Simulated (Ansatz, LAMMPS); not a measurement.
**A faulty run on ionic liquid triethylsulfonium methanesulfonate with Li salt at 450 K (189 atoms)**

Program: Ansatz 0.2.0. The cell: 43 C, 13 S, 111 H, 21 O and 1 Li.

File input.yaml:

```yaml
crystal:
  lattice:
    - [12.42715, 0.0, 0.0]
    - [0.0, 12.42715, 0.0]
    - [0.0, 0.0, 12.42715]
  atoms:
    - { symbol: C, position: [0.30473, 0.16858, 0.37372] }
    - { symbol: C, position: [0.20843, 0.09691, 0.3619] }
    - { symbol: S, position: [0.26202, 0.97588, 0.42273] }
    - { symbol: C, position: [0.13783, 0.88776, 0.41953] }
    - { symbol: C, position: [0.14077, 0.80458, 0.33246] }
    - { symbol: C, position: [0.234, 0.01897, 0.56173] }
    - { symbol: C, position: [0.26615, 0.9329, 0.648] }
    - { symbol: H, position: [0.28913, 0.23853, 0.3156] }
    - { symbol: H, position: [0.38242, 0.14366, 0.34751] }
    - { symbol: H, position: [0.31509, 0.21162, 0.45882] }
    - { symbol: H, position: [0.18434, 0.09423, 0.27909] }
    - { symbol: H, position: [0.1393, 0.12703, 0.40896] }
    - { symbol: H, position: [0.12989, 0.85512, 0.49594] }
    - { symbol: H, position: [0.0657, 0.94469, 0.40192] }
    - { symbol: H, position: [0.21134, 0.74514, 0.34461] }
    - { symbol: H, position: [0.06741, 0.7643, 0.32607] }
    - { symbol: H, position: [0.14508, 0.84173, 0.24971] }
    - { symbol: H, position: [0.1463, 0.03434, 0.57161] }
    [... 165 atom lines left out ...]
    - { symbol: O, position: [0.19851, 0.33114, 0.73697] }
    - { symbol: O, position: [0.14906, 0.13889, 0.74736] }
    - { symbol: H, position: [0.06431, 0.21965, 0.57838] }
    - { symbol: H, position: [0.94031, 0.22995, 0.67909] }
    - { symbol: H, position: [0.01951, 0.338, 0.61679] }
    - { symbol: Li, position: [0.03461, 0.2583, 0.00343] }
kpoints:
  mp_grid: { grid: [1, 1, 1] }
hamiltonian:
  xc: pbe
  dispersion: d3bj
scf:
  occupations: { method: methfessel_paxton, width: 2.0 }
  max_iter: 60
output:
  forces: true
```

Started as:

```sh
> ansatz run input.yaml --threads 4 --pin off --max-ram 8192MiB --backend cpu --events-out ev --progress --plain --runs-dir out
```

Numbers of over 12 decimals in the logs are rounded to 6 here.

Output:

```text
band count auto-derived: 570, from the close of a first SCF at 434 (N_el = 490.0; filled up to band 245; 434 by the electrons, moments and atoms)
Engine: ansatz 0.2.0, x86_64-unknown-linux-gnu
Pseudopotentials: kind: paw
Pseudopotential: C, paw, valence charge 4, recommended cutoff 420 eV (normal), C.paw.azcp
Pseudopotential: S, paw, valence charge 6, recommended cutoff 420 eV (normal), S.paw.azcp
Pseudopotential: H, paw, valence charge 1, recommended cutoff 420 eV (normal), H.paw.azcp
Pseudopotential: O, paw, valence charge 6, recommended cutoff 420 eV (normal), O.paw.azcp
Pseudopotential: Li, paw, valence charge 3, recommended cutoff 420 eV (normal), Li.paw.azcp
[... 5 lines on functional and potentials left out ...]
Crystal: 189 atoms, lattice volume = 1919.175 Å³
Basis set: ecut = 420 eV, 37529 PW (Γ), exchange–correlation on 180×180×180 points (8 copies of the dense FFT grid, shifted against one another)
Bands: 434, of which v1, the nominal top of the filled ones, is band 245 counted from 1 (244 counted from 0)
Symmetry: 1 space group operations
Space group: P1 (ITA 1), of the structure as read, at distance tolerance 1.2e-4 Å
k-points: 1
[... 11 lines on functional and potentials left out ...]
Initial density: superposition of atomic densities (neutral atoms: chi_scale 0, normalization atom), corrected by the library's trained network
Initial wavefunctions: pseudopotential atomic-orbital guess
Functional: x = pbe(κ = 0.804, μ = 0.219515), c = pbe(β = 0.066725)
SCF iter   1: F=—  HF=-36406.634161 eV  |F-HF|=—  |Δ(HF+E_count)|=         —  Δρ=8.25e-3  dr2=4.06e0  ethr=1.77e-3  ⟨swp⟩=7.0  Hψ=2089  notcnv=0
preconditioner: auto → LDOS  [insulator: Δε(μ)=2.956 eV  Ē_g=14.998 eV  σ=2.000 eV  W_gap=0.89  n_scr=340 (ndim 8)  ℏωp=18.5 eV  f_vac=0.187  D(μ)=2.75/eV (n_scr^D=6)  ε∞_Penn≈2.5  β→1.0]
SCF iter   2: F=—  HF=-36437.818030 eV  |F-HF|=—  |Δ(HF+E_count)|=    3.12e1  S|Δr|=    0.00e0  Δρ=7.12e-2  dr2=4.29e2  ethr=8.29e-4  ⟨swp⟩=3.0  Hψ=947  notcnv=0  recentre
SCF iter   3: F=—  HF=-36406.150119 eV  |F-HF|=—  |Δ(HF+E_count)|=    3.17e1  S|Δr|=    0.00e0  Δρ=6.34e-3  dr2=3.03e0  ethr=8.29e-4  ⟨swp⟩=2.0  Hψ=933  notcnv=0
SCF iter   4: F=—  HF=-36405.610627 eV  |F-HF|=—  |Δ(HF+E_count)|=   5.39e-1  S|Δr|=    0.00e0  Δρ=4.14e-3  dr2=1.25e0  ethr=6.18e-4  ⟨swp⟩=1.0  Hψ=500  notcnv=0
SCF iter   5: F=—  HF=-36405.333990 eV  |F-HF|=—  |Δ(HF+E_count)|=   2.77e-1  S|Δr|=    0.00e0  Δρ=1.07e-3  dr2=6.18e-2  ethr=2.55e-4  ⟨swp⟩=2.0  Hψ=435  notcnv=0
SCF iter   6: F=—  HF=-36405.324462 eV  |F-HF|=—  |Δ(HF+E_count)|=   9.53e-3  S|Δr|=    0.00e0  Δρ=6.71e-4  dr2=1.98e-2  ethr=1.26e-5  ⟨swp⟩=2.0  Hψ=648  notcnv=0
SCF iter   7: F=—  HF=-36405.321294 eV  |F-HF|=—  |Δ(HF+E_count)|=   3.17e-3  S|Δr|=    0.00e0  Δρ=2.00e-4  dr2=1.45e-3  ethr=4.03e-6  ⟨swp⟩=2.0  Hψ=609  notcnv=0
SCF iter   8: F=—  HF=-36405.321158 eV  |F-HF|=—  |Δ(HF+E_count)|=   1.36e-4  S|Δr|=    0.00e0  Δρ=8.58e-5  dr2=2.03e-4  ethr=2.95e-7  ⟨swp⟩=2.0  Hψ=710  notcnv=0
SCF iter   9: F=—  HF=-36405.321171 eV  |F-HF|=—  |Δ(HF+E_count)|=   1.31e-5  S|Δr|=    0.00e0  Δρ=3.11e-5  dr2=3.46e-5  ethr=4.15e-8  ⟨swp⟩=2.0  Hψ=612  notcnv=0
SCF iter  10: F=—  HF=-36405.323978 eV  |F-HF|=—  |Δ(HF+E_count)|=   2.81e-3  S|Δr|=    0.00e0  Δρ=1.07e-5  dr2=2.64e-6  ethr=7.06e-9  ⟨swp⟩=2.0  Hψ=677  notcnv=0
SCF iter  11: F=—  HF=-36405.323978 eV  |F-HF|=—  |Δ(HF+E_count)|=   4.72e-7  S|Δr|=    0.00e0  Δρ=3.91e-6  dr2=3.17e-7  ethr=5.39e-10  ⟨swp⟩=2.0  Hψ=653  notcnv=0
SCF iter  12: F=-36405.323978 eV  HF=-36405.323979 eV  |F-HF|=2.61e-8  |Δ(HF+E_count)|=   8.87e-8  S|Δr|=    0.00e0  Δρ=1.57e-6  dr2=6.77e-8  ethr=2.04e-11  ⟨swp⟩=16.0  Hψ=1984  notcnv=0
SCF 1, on 434 bands, converged in 12 iterations: F = -36405.323978 eV; the run's SCF on all bands comes behind
  greatest PAW one-centre occupation: 1.000 electrons in one spin orbital (limit 2), on the Li atom at site 188 (counted from 0), in its partial waves of l = 0
[...]
Σ components = -36405.323978   (vs F -36405.323978, Δ=0.00e0)
--- Forces (eV/Å), atoms counted from 1 ---
  atom   1  C     -0.61436571     4.84635978     0.93633980
  atom   2  C      1.00074541     0.37392968     1.01144427
  atom   3  S     -3.15179183    -0.29932198     0.91897085
  atom   4  C     -0.99968017     1.65881819    -2.69963161
  atom   5  C      3.06772023     0.14885190    -1.33788333
  atom   6  C      1.29139208     0.30364666     2.07951511
  atom   7  C     -1.52911219    -1.10525134    -1.71461727
  atom   8  H      0.21425582    -0.74820545     0.78764157
  atom   9  H      0.76114057    -1.01107090    -0.27833398
  atom  10  H     -0.34152553    -1.32525729    -1.91039745
  atom  11  H     -0.03229415    -0.90079975    -0.90410123
  atom  12  H      0.21673982    -0.38992901     0.04713161
  atom  13  H     -0.00454387    -0.82361558     2.00661120
  atom  14  H      1.53645754    -0.68387061     0.71901983
[...]
max |Σ_I F_I| component: 1.68e-4 eV/Å
--- Band table (eV) ---
  k-point 0: bands = ["-41.6351", "-21.8140", "-21.6841", "-21.5893", [... 418 levels ...], "11.2998", "11.3453", "11.3718", "11.3927", "11.4337", "11.4594", "11.4903", "11.5018", "11.5622", "11.6044", "11.6395", "11.6426"]
Bands: 570, of which v1, the nominal top of the filled ones, is band 245 counted from 1 (244 counted from 0)
Initial density: handed on by an earlier stage of this run
iter 1 solved again at ethr=1.27e-7 eV; its pass at ethr=3.10e-3 eV (dr2=6.22e-4 eV) is discarded
SCF iter   1: F=—  HF=-36405.321085 eV  |F-HF|=—  |Δ(HF+E_count)|=         —  Δρ=1.80e-6  dr2=7.59e-8  ethr=1.27e-7  ⟨swp⟩=14.0  Hψ=5393  notcnv=0
eigensolver tolerance schedule: the retry pair's looser diagonalisation over-reported the residual by 8199.28 of it (diagonalisation noise at 0.51 of the residual, at the tolerance the schedule requests for it); recorded, not acted on — ethr = c·dr2/N_el stays at c = 1.0e-1
preconditioner: auto → LDOS  [insulator: Δε(μ)=2.115 eV  Ē_g=17.276 eV  σ=2.000 eV  W_gap=0.77  n_scr=340 (ndim 8)  ℏωp=18.5 eV  f_vac=0.193  D(μ)=6.86/eV (n_scr^D=18)  ε∞_Penn≈2.1  β→1.0]
SCF iter   2: F=—  HF=-36405.323979 eV  |F-HF|=—  |Δ(HF+E_count)|=   2.89e-3  S|Δr|=    0.00e0  Δρ=1.84e-6  dr2=8.07e-8  ethr=1.55e-11  ⟨swp⟩=9.0  Hψ=2172  notcnv=0
SCF iter   3: F=-36405.323979 eV  HF=-36405.323979 eV  |F-HF|=1.14e-8  |Δ(HF+E_count)|=   1.99e-8  S|Δr|=    0.00e0  Δρ=7.39e-7  dr2=1.45e-8  ethr=1.55e-11  ⟨swp⟩=2.0  Hψ=1621  notcnv=0
SCF 2 converged in 3 iterations: F = -36405.323979 eV  dr2 = 1.45e-8
SCF converged after 15 iterations (12 of them on 434 bands)
Stability not checked: this state was not tested for a lower state beside it, because cold or Methfessel-Paxton smearing, or corrected tetrahedra, fill the levels in a way that the test cannot read (fill_not_monotonic; see scf.lower_state_search)
Free energy (F): -36405.323979 eV
Harris-Foulkes:  -36405.323979 eV  (|F-HF|=1.14e-8)
Internal energy: -36415.093407 eV  (E = F + TS)
E sigma→0 (E₀):  -36407.766336 eV
Entropy (-TS):   9.769429 eV (51.690 meV/atom)
Fermi energy:    1.618339 eV
Step filling:    the computed levels leave a gap of 2.1151 eV = 1.1 smearing widths at the electron count; against every level under it full and every level over it empty, smearing changes F+E_penalty+E_count by +4707.707 meV and its σ→0 estimate by +2265.350 meV
--- Per-component energies (eV) ---
  E_band       = -3481.710217
  E_kinetic    = 10685.566633
  E_local      = -32097.129612  (includes V_loc(G=0)·N_el)
  E_nonlocal   = 2690.544151
  E_hartree    = 11733.635518
  E_xc         = -5915.045217
  E_vxc        = -7009.327179  (∫ρ·V_xc dr)
  E_paw        = -15494.678058  (= ΣΔE_a)
  E_vpaw       = -1218.535461  (= ΣTr[D̂ρ^β])
  E_aug_tail   = -0.099844  (compensation charges beyond the density's cutoff)
  E_ewald      = -8006.536523
  E_disp       = -11.350453  (pairwise vdW)
  E_smearing   = 9.769429  (= −TS)
  E_closure    = -0.000000  (closes the sum)
  Σ components = -36405.323979   (vs F -36405.323979, Δ=0.00e0)
--- Forces (eV/Å), atoms counted from 1 ---
[...]
atom  12  H      0.21673355    -0.38992795     0.04713800
  atom  13  H     -0.00454583    -0.82362038     2.00661054
  atom  14  H      1.53645828    -0.68387668     0.71901704
[...]
atom 188  H     -0.33459778     2.13840195    -0.11135388
  atom 189  Li     0.41311678     0.12501903     0.06666175
  max |Σ_I F_I| component: 5.10e-5 eV/Å
--- Band table (eV) ---
  k-point 0: bands = ["-41.6351", "-21.8140", "-21.6841", "-21.5893", [... 554 levels ...], "16.0410", "16.0720", "16.1157", "16.1806", "16.2341", "16.2635", "16.2956", "16.3202", "16.3459", "16.3657", "16.4078", "16.4251"]
```

The job ended after 26 s (4 threads of AMD EPYC 9R45, shared host; peak memory 3.2 GiB).

Reading the cycles: dr2 is the Hartree energy of the density residual (eV), the measure of convergence; HF is the Harris–Foulkes estimate of the energy, which meets the free energy F at convergence.

Against a sound run (Kohn-Sham DFT, PBE+D3(BJ), PAW (set soft_2), plane waves):

* r.m.s. difference of force components: 108.9 meV/Å
* longest difference of force vectors: 831.3 meV/Å
* force difference over r.m.s. force: 8.938 %

Q: Name the fault and the fix.

A smearing of electronvolts: scf.occupations.method = "methfessel_paxton" and scf.occupations.width = 2.0.

The fix is to set scf.occupations.method back to "fixed" and take out scf.occupations.width.

The run converged all the same, so the exit status doesn't show the fault.

[Logs are printed without paths, hosts, clocks, repeated set-up lines and the standing remarks that a program may print on its own settings, such as how far it seeks lower states.]

[Hosts, paths, dates, database ids (printed as entryN), source tags and the programs' standing remarks are cut or masked in the printed files.]
